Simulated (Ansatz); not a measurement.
# Tunnelling from Li(100) to Li(100): the current at the widest gap

Three vacuum gaps between Li(100) and Li(100) are known. What current density flows at 0.25 V across 6.5 Å?

Set-up. Ansatz 0.2.0, plane waves with PAW datasets, LDA; a slab with two metal leads whose outer parts are reservoirs, with density and current solved under bias (Landauer, 300 K). The gap is counted from plane to plane of nuclei, and atoms stay on ideal sites.

The runs, with one result withheld:

```
gap (Å)  drop between the leads' cuts at 0.25 V (V)  current density at 0.25 V (A/m²)
    3.5                                       0.153                         1.05×10¹⁴
    4.5                                       0.202                         5.80×10¹³
    5.5                                       0.232                         2.47×10¹³
    6.5                                       0.244                                 ?
```

Worked fit:

Tunnelling falls as exp(−βd). From 3.5 to 4.5 Å, β = ln(1.05×10¹⁴/5.80×10¹³)/1 = 0.594 Å⁻¹, and from 4.5 to 5.5 Å it is 0.853 Å⁻¹; the slope still steepens as the gap leaves contact, so the wider pair is taken. Then 2.47×10¹³ × exp(−0.853 × 1). Predicted: 1.05×10¹³ A/m².

Check against the run:

7.70×10¹² A/m², so the prediction is 37 % too high. The last step has β = 1.17 Å⁻¹, an apparent barrier ħ²β²/8m of 1.3 eV: the decay of this current is still steepening. The conductances at 0 V give β = 0.856 and 1.17 Å⁻¹ for the last two steps.

Caveats: On every other k-point the currents of these runs, at any bias, move by up to 1.4 %. A semilocal functional lacks the image potential's tail.

[Logs are printed without paths, hosts, clocks, repeated set-up lines and the standing remarks that a program may print on its own settings, such as how far it seeks lower states.]
